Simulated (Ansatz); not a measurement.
# Te on Ta(100): change of the work function, part 3 of 5

Wanted: Δφ(θ) for Te/Ta(100), starting from the hollow site.

Ansatz 0.2.0; plane-wave DFT, RPBE, Ansatz PAW (the session's first sound run).

So far, work function, upper face (eV): step 2 (the clean slab) 3.65; step 3 (46 atoms, coverage 0.111 ML, cell 3x3) 3.69.

### 4. Adsorbate added, k-mesh 5×5×1, coverage 0.25 ML

System of this step: Te/Ta(100). The cell holds 21 atoms: 20 Ta and 1 Te. Cell: a = 6.620 Å, b = 6.620 Å, c = 26.758 Å, α = 90.0°, β = 90.0°, γ = 90.0°. Vacuum lies along c.

Another coverage, to see how the dipoles act on each other as their distance changes.

Contents of input.yaml:

```yaml
crystal:
  lattice:
    - [6.62, 0.0, 0.0]
    - [0.0, 6.62, 0.0]
    - [0.0, 0.0, 26.7582090927]
  atoms:
    - { symbol: Ta, position: [0.0, 0.0, 0.3363453798] }
    - { symbol: Ta, position: [0.25, 0.25, 0.398195558] }
    - { symbol: Ta, position: [0.0, 0.0, 0.4614032485] }
    - { symbol: Ta, position: [0.25, 0.25, 0.5252729706] }
    - { symbol: Ta, position: [0.0, 0.0, 0.5802503262] }
    - { symbol: Ta, position: [0.0, 0.5, 0.3363453798] }
    - { symbol: Ta, position: [0.25, 0.75, 0.398195558] }
    - { symbol: Ta, position: [0.0, 0.5, 0.4614032485] }
    - { symbol: Ta, position: [0.25, 0.75, 0.5252729706] }
    - { symbol: Ta, position: [0.0, 0.5, 0.5802503262] }
    - { symbol: Ta, position: [0.5, 0.0, 0.3363453798] }
    - { symbol: Ta, position: [0.75, 0.25, 0.398195558] }
    - { symbol: Ta, position: [0.5, 0.0, 0.4614032485] }
    - { symbol: Ta, position: [0.75, 0.25, 0.5252729706] }
    - { symbol: Ta, position: [0.5, 0.0, 0.5802503262] }
    - { symbol: Ta, position: [0.5, 0.5, 0.3363453798] }
    - { symbol: Ta, position: [0.75, 0.75, 0.398195558] }
    - { symbol: Ta, position: [0.5, 0.5, 0.4614032485] }
    - { symbol: Ta, position: [0.75, 0.75, 0.5252729706] }
    - { symbol: Ta, position: [0.5, 0.5, 0.5802503262] }
    - { symbol: Te, position: [0.25, 0.25, 0.6636546202] }
kpoints:
  mp_grid: { grid: [5, 5, 1] }
hamiltonian:
  xc: rpbe
scf:
  occupations: { method: fermi_dirac, width: 0.1 }
  convergence: { dr2_threshold: 1.0e-08 }
efield:
  axis: 3
  dipole_correction: true
  ramp_position: 0.97
  ramp_width: 0.06
relax:
  f_tol: 0.02
  max_steps: 60
  constraints: [{ sites: [0, 1, 5, 6, 10, 11, 15, 16] }]
output:
  bader: true
  dos: { projected: true, e_range: [-8, 4] }
  write_potential: true
  write_density: true
  volumetric_format: npy
  elf: true
```

The run is started by

```
ansatz run input.yaml --threads 4 --pin off --max-ram 12288MiB --backend cpu --events-out ev --progress --plain --runs-dir out
```

Numbers of over 12 decimals in the logs are rounded to 6 here.

Log:

```text
[...]
Crystal: 21 atoms, lattice volume = 1172.662 Å³
Basis set: ecut = 420 eV, 22841 PW (Γ), exchange–correlation on 90×90×360 points (8 copies of the dense FFT grid, shifted against one another)
Bands: 166, of which v1, the nominal top of the filled ones, is band 138 counted from 1 (137 counted from 0)
Symmetry: 8 space group operations
[...]
k-points: 6 of 25
[...]
SCF iter   1: F=—  HF=-205874.557267 eV  |F-HF|=—  |Δ(HF+E_count)|=         —  Δρ=6.95e-3  dr2=7.77e0  ethr=1.77e-3  p=-0.117 e·Å  D=-1.80e-2 V/Å  ΔV_dip=0.48 eV  dr2_dipole=3.23e-2  V_vac-E_F(+/−)=4.45/3.97 eV  ⟨swp⟩=14.0  Hψ=5147  notcnv=0
[...]
SCF iter  10: F=-205874.242941 eV  HF=-205874.242941 eV  |F-HF|=5.33e-9  |Δ(HF+E_count)|=   5.14e-8  Δρ=3.72e-7  dr2=3.76e-9  ethr=3.62e-12  p=-0.097 e·Å  D=-1.50e-2 V/Å  ΔV_dip=0.40 eV  dr2_dipole=7.19e-12  V_vac-E_F(+/−)=4.25/3.85 eV  ⟨swp⟩=12.2  Hψ=7443  notcnv=0
SCF 1 converged in 10 iterations: F = -205874.242941 eV  dr2 = 3.76e-9
[...]
relax step   1: F+E_penalty+E_count = -205874.24294112 eV  Δ(F+E_penalty+E_count) = +0.000e0 eV  max|allowed force component| = 1.837e0 eV/Å  Δτ_max = 0.0000 Å  (10 SCF iters, accepted)
[...]
SCF iter   9: F=-205874.621356 eV  HF=-205874.621356 eV  |F-HF|=9.43e-9  |Δ(HF+E_count)|=   7.50e-8  Δρ=4.33e-7  dr2=4.56e-9  ethr=3.62e-12  p=-0.034 e·Å  D=-5.24e-3 V/Å  ΔV_dip=0.14 eV  dr2_dipole=2.64e-11  V_vac-E_F(+/−)=3.98/3.84 eV  ⟨swp⟩=11.2  Hψ=7828  notcnv=0
SCF 2 converged in 9 iterations: F = -205874.621356 eV  dr2 = 4.56e-9
[...]
relax step   2: F+E_penalty+E_count = -205874.62135563 eV  Δ(F+E_penalty+E_count) = -3.784e-1 eV  max|allowed force component| = 1.114e0 eV/Å  Δτ_max = 0.1949 Å  (9 SCF iters, accepted)
SCF iter   1: F=—  HF=-205874.896314 eV  |F-HF|=—  |Δ(HF+E_count)|=         —  Δρ=3.17e-3  dr2=5.82e-1  ethr=3.01e-3  p=-0.034 e·Å  D=-5.24e-3 V/Å  ΔV_dip=0.14 eV  dr2_dipole=2.66e-2  V_vac-E_F(+/−)=3.98/3.84 eV  ⟨swp⟩=3.8  Hψ=1961  notcnv=0
[...]
SCF iter   9: F=-205874.850444 eV  HF=-205874.850444 eV  |F-HF|=6.26e-9  |Δ(HF+E_count)|=   9.11e-9  Δρ=4.04e-7  dr2=4.56e-9  ethr=3.62e-12  p=0.006 e·Å  D=9.45e-4 V/Å  ΔV_dip=-0.03 eV  dr2_dipole=2.84e-10  V_vac-E_F(+/−)=3.82/3.84 eV  ⟨swp⟩=12.5  Hψ=7654  notcnv=0
SCF 3 converged in 9 iterations: F = -205874.850444 eV  dr2 = 4.56e-9
relax step   3: F+E_penalty+E_count = -205874.85044417 eV  Δ(F+E_penalty+E_count) = -2.291e-1 eV  max|allowed force component| = 4.851e-1 eV/Å  Δτ_max = 0.1950 Å  (9 SCF iters, accepted)
[...]
relax step   4: F+E_penalty+E_count = -205874.92364770 eV  Δ(F+E_penalty+E_count) = -7.320e-2 eV  max|allowed force component| = 4.505e-1 eV/Å  Δτ_max = 0.1966 Å  (9 SCF iters, accepted)
[...]
relax step   5: F+E_penalty+E_count = -205874.92124063 eV  Δ(F+E_penalty+E_count) = +2.407e-3 eV  max|allowed force component| = 3.842e-1 eV/Å  Δτ_max = 0.0657 Å  (9 SCF iters, rejected (line search))
[...]
relax step   6: F+E_penalty+E_count = -205874.93662116 eV  Δ(F+E_penalty+E_count) = -1.297e-2 eV  max|allowed force component| = 6.380e-2 eV/Å  Δτ_max = 0.0314 Å  (8 SCF iters, accepted)
SCF iter   1: F=—  HF=-205874.937762 eV  |F-HF|=—  |Δ(HF+E_count)|=         —  Δρ=2.99e-4  dr2=4.12e-3  ethr=3.98e-5  p=0.010 e·Å  D=1.59e-3 V/Å  ΔV_dip=-0.04 eV  dr2_dipole=6.18e-4  V_vac-E_F(+/−)=3.80/3.84 eV  ⟨swp⟩=2.0  Hψ=1465  notcnv=0
[...]
SCF iter   7: F=-205874.937269 eV  HF=-205874.937269 eV  |F-HF|=2.39e-9  |Δ(HF+E_count)|=   2.39e-8  Δρ=2.13e-7  dr2=9.46e-10  ethr=3.62e-12  p=0.011 e·Å  D=1.71e-3 V/Å  ΔV_dip=-0.05 eV  dr2_dipole=6.64e-12  V_vac-E_F(+/−)=3.79/3.84 eV  ⟨swp⟩=11.5  Hψ=7065  notcnv=0
SCF 7 converged in 7 iterations: F = -205874.937269 eV  dr2 = 9.46e-10
relax step   7: F+E_penalty+E_count = -205874.93726890 eV  Δ(F+E_penalty+E_count) = -6.477e-4 eV  max|allowed force component| = 1.453e-2 eV/Å  Δτ_max = 0.0080 Å  (7 SCF iters, accepted)
[...]
SCF converged after 7 iterations
Free energy (F): -205874.937269 eV
[...]
Internal energy: -205874.268558 eV  (E = F + TS)
E sigma→0 (E₀):  -205874.602913 eV
Entropy (-TS):   -0.668711 eV (-31.843 meV/atom)
Fermi energy:    3.718327 eV
Dipole field:    D = 0.001711 V/Å  (p = 0.011089 e·Å, saw-weighted, corrected)
Work function:   Φ+ = 3.7928 eV   Φ− = 3.8386 eV
[...]
--- Forces (eV/Å), atoms counted from 1 ---
  atom   1  Ta    -0.02359742    -0.02359742     1.15354723
  atom   2  Ta    -0.00000000     0.00000000    -1.21225646
  atom   3  Ta     0.00553511     0.00553511     0.01452784
  atom   4  Ta    -0.00000000    -0.00000000    -0.00898944
  atom   5  Ta    -0.00128375    -0.00128375    -0.00091753
  atom   6  Ta    -0.02359742     0.02359742     1.15354723
  atom   7  Ta    -0.00000000    -0.00000000    -1.13307280
  atom   8  Ta     0.00553511    -0.00553511     0.01452784
  atom   9  Ta    -0.00000000    -0.00000000    -0.00496078
  atom  10  Ta    -0.00128375     0.00128375    -0.00091753
  atom  11  Ta     0.02359742    -0.02359742     1.15354723
  atom  12  Ta    -0.00000000     0.00000000    -1.13307280
  atom  13  Ta    -0.00553511     0.00553511     0.01452784
  atom  14  Ta     0.00000000     0.00000000    -0.00496078
  atom  15  Ta     0.00128375    -0.00128375    -0.00091753
  atom  16  Ta     0.02359742     0.02359742     1.15354723
  atom  17  Ta    -0.00000000     0.00000000    -1.15666989
  atom  18  Ta    -0.00553511    -0.00553511     0.01452784
  atom  19  Ta    -0.00000000    -0.00000000    -0.01321178
  atom  20  Ta     0.00128375     0.00128375    -0.00091753
  atom  21  Te    -0.00000000     0.00000000    -0.00145208
  max |Σ_I F_I| component: 1.66e-5 eV/Å
--- Band table (eV; the first three rows and the last of 6) ---
  k-point 0: bands = [... 134 lower, 3.8099, 3.8099, 3.9116, 4.0701, 4.1516, 4.1754, 4.1754, 4.3170, ... 24 higher]
  k-point 1: bands = [... 134 lower, 3.6669, 3.6930, 3.8237, 3.8989, 3.9558, 3.9741, 4.0330, 4.1418, ... 24 higher]
  k-point 2: bands = [... 134 lower, 3.4056, 3.5218, 3.5778, 3.6525, 3.8092, 3.8102, 3.9068, 3.9803, ... 24 higher]
  k-point 5: bands = [... 134 lower, 2.9292, 2.9423, 2.9691, 3.0616, 3.2165, 3.4280, 3.9370, 4.0485, ... 24 higher]
--- Relaxed structure (7 steps of the walk, 6 accepted, 0 SCFs on fresh bases) ---
  F+E_penalty+E_count = -205874.93726890 eV   max|allowed force component| = 1.453e-2 eV/Å
  atoms:
    - { symbol: Ta, position: [0.0, 0.0, 0.336345] }
    - { symbol: Ta, position: [0.25, 0.25, 0.398196] }
    - { symbol: Ta, position: [0.00258882, 0.00258882, 0.461383] }
    - { symbol: Ta, position: [0.25, 0.25, 0.526296] }
    - { symbol: Ta, position: [-0.012206, -0.012206, 0.581788] }
    - { symbol: Ta, position: [0.0, 0.5, 0.336345] }
    - { symbol: Ta, position: [0.25, 0.750000, 0.398196] }
    - { symbol: Ta, position: [0.00258882, 0.497411, 0.461383] }
    - { symbol: Ta, position: [0.25, 0.750000, 0.525781] }
    - { symbol: Ta, position: [-0.012206, 0.512206, 0.581788] }
    - { symbol: Ta, position: [0.5, 0.0, 0.336345] }
    - { symbol: Ta, position: [0.750000, 0.25, 0.398196] }
    - { symbol: Ta, position: [0.497411, 0.00258882, 0.461383] }
    - { symbol: Ta, position: [0.750000, 0.25, 0.525781] }
    - { symbol: Ta, position: [0.512206, -0.012206, 0.581788] }
    - { symbol: Ta, position: [0.5, 0.5, 0.336345] }
    - { symbol: Ta, position: [0.750000, 0.750000, 0.398196] }
    - { symbol: Ta, position: [0.497411, 0.497411, 0.461383] }
    - { symbol: Ta, position: [0.750000, 0.750000, 0.521459] }
    - { symbol: Ta, position: [0.512206, 0.512206, 0.581788] }
    - { symbol: Te, position: [0.25, 0.25, 0.642781] }
--- Bader charges: 21 sites ---
  site symbol  charge [e]  shift [e]
     0     Ta     -0.1370     0.0000
     1     Ta      0.0699     0.0000
     2     Ta      0.1430     0.0000
     3     Ta      0.2219     0.0000
     4     Ta      0.0595     0.0000
     5     Ta     -0.1370     0.0000
     6     Ta      0.0606     0.0000
     7     Ta      0.1430     0.0000
     8     Ta      0.0868     0.0000
     9     Ta      0.0595     0.0000
    10     Ta     -0.1370     0.0000
    11     Ta      0.0606     0.0000
    12     Ta      0.1430     0.0000
    13     Ta      0.0868     0.0000
    14     Ta      0.0595     0.0000
    15     Ta     -0.1370     0.0000
    16     Ta      0.0858     0.0000
    17     Ta      0.1430     0.0000
    18     Ta     -0.0363     0.0001
    19     Ta      0.0594     0.0000
    20     Te     -0.8977     0.0000
  estimated error of the sums over rays = 1.2e-3 e
```

The job ended after 4.9 min (4 threads of Arm Neoverse V2, shared host; peak memory 4.2 GiB; 19 min of CPU time).

The steps of the relaxation:

| step | energy less that of the first step (eV) | largest force component (eV/Å) |
| --- | --- | --- |
| 1 | 0.0000 | 1.8373 |
| 2 | -0.3784 | 1.1139 |
| 3 | -0.6075 | 0.4851 |
| 4 | -0.6807 | 0.4505 |
| 5 | -0.6783 | 0.3842 |
| 6 | -0.6937 | 0.0638 |
| 7 | -0.6943 | 0.0145 |

Relaxation step 5 was tried and not accepted.

The run keeps the 8 symmetry operations that it works with, so distortions that break them were not tested.

The atoms that moved most (Å):

| atom | dx | dy | dz | length |
| --- | --- | --- | --- | --- |
| Te21 | 0.000 | 0.000 | -0.559 | 0.559 |
| Ta5 | -0.081 | -0.081 | 0.041 | 0.121 |
| Ta10 | -0.081 | 0.081 | 0.041 | 0.121 |
| Ta15 | 0.081 | -0.081 | 0.041 | 0.121 |
| Ta20 | 0.081 | 0.081 | 0.041 | 0.121 |
| Ta19 | 0.000 | 0.000 | -0.102 | 0.102 |
| Ta4 | 0.000 | 0.000 | 0.027 | 0.027 |
| Ta18 | -0.017 | -0.017 | -0.001 | 0.024 |

The relaxed structure:

```xyz
21
Lattice="6.6200 0.0000 0.0000 0.0000 6.6200 0.0000 0.0000 0.0000 26.7582" Properties=species:S:1:pos:R:3
Ta    0.0000    0.0000    9.0000
Ta    1.6550    1.6550   10.6550
Ta    0.0171    0.0171   12.3458
Ta    1.6550    1.6550   14.0827
Ta   -0.0808   -0.0808   15.5676
Ta    0.0000    3.3100    9.0000
Ta    1.6550    4.9650   10.6550
Ta    0.0171    3.2929   12.3458
Ta    1.6550    4.9650   14.0690
Ta   -0.0808    3.3908   15.5676
Ta    3.3100    0.0000    9.0000
Ta    4.9650    1.6550   10.6550
Ta    3.2929    0.0171   12.3458
Ta    4.9650    1.6550   14.0690
Ta    3.3908   -0.0808   15.5676
Ta    3.3100    3.3100    9.0000
Ta    4.9650    4.9650   10.6550
Ta    3.2929    3.2929   12.3458
Ta    4.9650    4.9650   13.9533
Ta    3.3908    3.3908   15.5676
Te    1.6550    1.6550   17.1997
```

This step gave:

```yaml
energy_at_zero_smearing: -205874.6029 eV
work_function_upper_face: 3.793 eV
work_function_lower_face: 3.839 eV
dipole_along_the_normal: 0.01109 e·Å
step_between_the_vacuum_levels: -0.04578 eV
```

The density of states has structure finer than the step of the table below, so its rows give means over 0.25 eV, whole bins alone (the curve runs from -8 to 1.98 eV). Peaks (eV: height): -1.710: 42.1, -1.260: 67.8, -1.140: 66.3, 0.210: 57.0, 0.480: 40.4, 0.540: 42.1, 1.890: 38.7.

Density of states against energy, zero at the Fermi level; means over each step:

| energy (eV) | density of states (states/eV a cell) |
| --- | --- |
| -7.75 | 0 |
| -7.50 | 0.0711 |
| -7.25 | 1.27 |
| -7.00 | 1.25 |
| -6.75 | 1.89 |
| -6.50 | 1.92 |
| -6.25 | 0.935 |
| -6.00 | 2.41 |
| -5.75 | 4.85 |
| -5.50 | 2.96 |
| -5.25 | 3.77 |
| -5.00 | 5.74 |
| -4.75 | 5.35 |
| -4.50 | 9.85 |
| -4.25 | 11.8 |
| -4.00 | 13.7 |
| -3.75 | 15.0 |
| -3.50 | 15.7 |
| -3.25 | 17.5 |
| -3.00 | 21.0 |
| -2.75 | 21.6 |
| -2.50 | 15.7 |
| -2.25 | 17.8 |
| -2.00 | 15.9 |
| -1.75 | 21.9 |
| -1.50 | 25.1 |
| -1.25 | 41.7 |
| -1.00 | 29.4 |
| -0.75 | 27.0 |
| -0.50 | 24.4 |
| -0.25 | 23.1 |
| 0.00 | 14.8 |
| 0.25 | 27.9 |
| 0.50 | 29.9 |
| 0.75 | 22.6 |
| 1.00 | 17.6 |
| 1.25 | 14.8 |
| 1.50 | 20.2 |
| 1.75 | 18.1 |

Projected DOS per atom over height of the atomic layer and energy from the Fermi level. Layers: Ta4 Ta4 Ta4 Ta4 Ta4 Te from below.

Ten even steps from '_' (0.00 states/eV) to '@' (2.82 states/eV), each cell a mean:
```
++..::..--__
==..::..==..
++::....++__
@@--::::**__
--::::::--__
++--==--==__
++==**==++..
++++++++++__
----::====::
::--::----++
--==------..
------::..::
..::::::..::
....::::..##
____......++
________..::
____________
____________
____________
____________
____________
____________
```
Columns: height of the atomic layer (Å) from 9 to 17.2 (not evenly spaced); rows upwards: energy from the Fermi level (eV) from -7.96 to 1.95.

Valence density in the ca plane at fractional y = 0.250, with atoms of Ta and Te within 0.2 Å of it. It is the smooth field of the valence electrons, not physical close to the nuclei.

Ten steps, logarithmic in the rise over the least value, from '0' (0 e/Å³) to '9' (14 e/Å³), each cell a mean:
```
11122222222222222222111000000000000000000000
11122233222222233322111000000000000000000000
11123566532222466532110000000000000000000000
01124677642123677742110000000000000000000000
01124677642123677752110000000000000000000000
01123677632123577642110000000000000000000000
11122355322222345422110000000000000000000000
11122222222222222222111000000000000000000000
11122222222222222222111110000000000000000000
11122222222222222222111221100000000000000000
11122233222222233322122333210000000000000000
11123566532222466532223566421000000000000000
01124677642123677752224799631000000000000000
01124677642123677752224899631000000000000000
01123677632222577642223687531000000000000000
11122355322222345422122344321000000000000000
11122222222222222222112222210000000000000000
11122222222222222222111111000000000000000000
```
Columns run along c (16.0 Å, from fractional 0.31 to 0.91 of the cell), rows up along a (6.6 Å). Atoms in or near the plane, at fractional coordinates: Ta at (0.40, 0.25), Ta at (0.53, 0.25), Ta at (0.40, 0.75), Ta at (0.53, 0.75), Te at (0.64, 0.25).

Electrostatic potential energy in the ca plane at fractional y = 0.250, with atoms of Ta and Te within 0.2 Å of it. With pseudopotentials it is smooth inside the atoms' cores, unlike the true potential.

Ten even steps from '0' (-53 eV) to '9' (8 eV), each cell a mean:
```
99999999999999999999999999999999999999999999
99999867899999876789999999999999999999999999
99997522579998532479999999999999999999999999
99986200268997300158999999999999999999999999
99986100168997200048999999999999999999999999
99997300379997410268999999999999999999999999
99998655689998755689999999999999999999999999
99999888899999988899999999999999999999999999
99999999999999999999999999999999999999999999
99999999999999999999999999999999999999999999
99999867899999876789998767899999999999999999
99997522579998632468987687689999999999999999
99986200268997300158986899779999999999999999
99986100168997200048986999869999999999999999
99997300379997410268986799679999999999999999
99998655689998755689998666789999999999999999
99999888899999988899999888999999999999999999
99999999999999999999999999999999999999999999
```
Columns run along c (16.0 Å, from fractional 0.31 to 0.91 of the cell; values clipped at the 3rd and 97th percentile), rows up along a (6.6 Å). Atoms in or near the plane, at fractional coordinates: Ta at (0.40, 0.25), Ta at (0.53, 0.25), Ta at (0.40, 0.75), Ta at (0.53, 0.75), Te at (0.64, 0.25).

ELF in the ca plane at fractional y = 0.250, with atoms of Ta and Te within 0.2 Å of it. It is the smooth field of the valence electrons, not physical close to the nuclei.

Values, 10 rows by 16 columns, each cell a mean:
```
0.39 0.50 0.24 0.44 0.47 0.28 0.35 0.44 0.24 0.21 0.08 0.01 0.00 0.00 0.00 0.00
0.52 0.34 0.58 0.35 0.38 0.50 0.44 0.40 0.32 0.08 0.01 0.00 0.00 0.00 0.00 0.00
0.54 0.33 0.44 0.37 0.30 0.47 0.47 0.33 0.39 0.09 0.01 0.00 0.00 0.00 0.00 0.00
0.50 0.36 0.47 0.35 0.43 0.40 0.37 0.43 0.27 0.08 0.02 0.00 0.00 0.00 0.00 0.00
0.36 0.55 0.30 0.49 0.46 0.35 0.43 0.43 0.29 0.33 0.15 0.02 0.00 0.00 0.00 0.00
0.40 0.50 0.24 0.44 0.47 0.29 0.35 0.42 0.56 0.66 0.50 0.10 0.01 0.00 0.00 0.00
0.52 0.34 0.58 0.35 0.40 0.50 0.45 0.38 0.36 0.42 0.68 0.20 0.01 0.00 0.00 0.00
0.53 0.33 0.44 0.37 0.32 0.46 0.47 0.32 0.20 0.25 0.70 0.24 0.02 0.00 0.00 0.00
0.50 0.36 0.47 0.35 0.44 0.40 0.37 0.40 0.45 0.52 0.65 0.17 0.01 0.00 0.00 0.00
0.36 0.55 0.30 0.49 0.46 0.36 0.43 0.42 0.51 0.63 0.40 0.07 0.00 0.00 0.00 0.00
```
Columns run along c (16.0 Å, from fractional 0.31 to 0.91 of the cell), rows up along a (6.6 Å). Atoms in or near the plane, at fractional coordinates: Ta at (0.40, 0.25), Ta at (0.53, 0.25), Ta at (0.40, 0.75), Ta at (0.53, 0.75), Te at (0.64, 0.25).

The relaxation took 7 steps and lowered the energy by 0.69 eV; the largest force on the free atoms ends at 0.015 eV/Å.

By hand: a sheet of dipoles makes a step −p/(ε₀A) in the electron's potential. With e/ε₀ = 180.95 V·Å, p = 0.01109 e·Å and A = 43.82 Å², that is −180.95 × (0.01109) / 43.82 = -0.046 eV, and the two vacuum levels of the run differ by -0.046 eV.

The covered face has 3.79 eV, +0.14 eV against the clean one; the bare back face has moved by +0.00 eV, a measure of how thin the slab is.

[end of part 3 of 5]

[Logs are printed without paths, hosts, clocks, repeated set-up lines and the standing remarks that a program may print on its own settings, such as how far it seeks lower states.]

[Hosts, paths, dates, database ids (printed as entryN), source tags and the programs' standing remarks are cut or masked in the printed files.]

[Maps of the electrostatic potential energy from Ansatz leave out the sawtooth potential of an applied field or a dipole correction, so their vacuum need not be flat; planar profiles and work functions include it.]

[The density of states shown here was stored with 400 of the rows of the run's finer table, so its peaks can read low, often by over a quarter, or be missed, and its means over a window can be off by a tenth or more.]
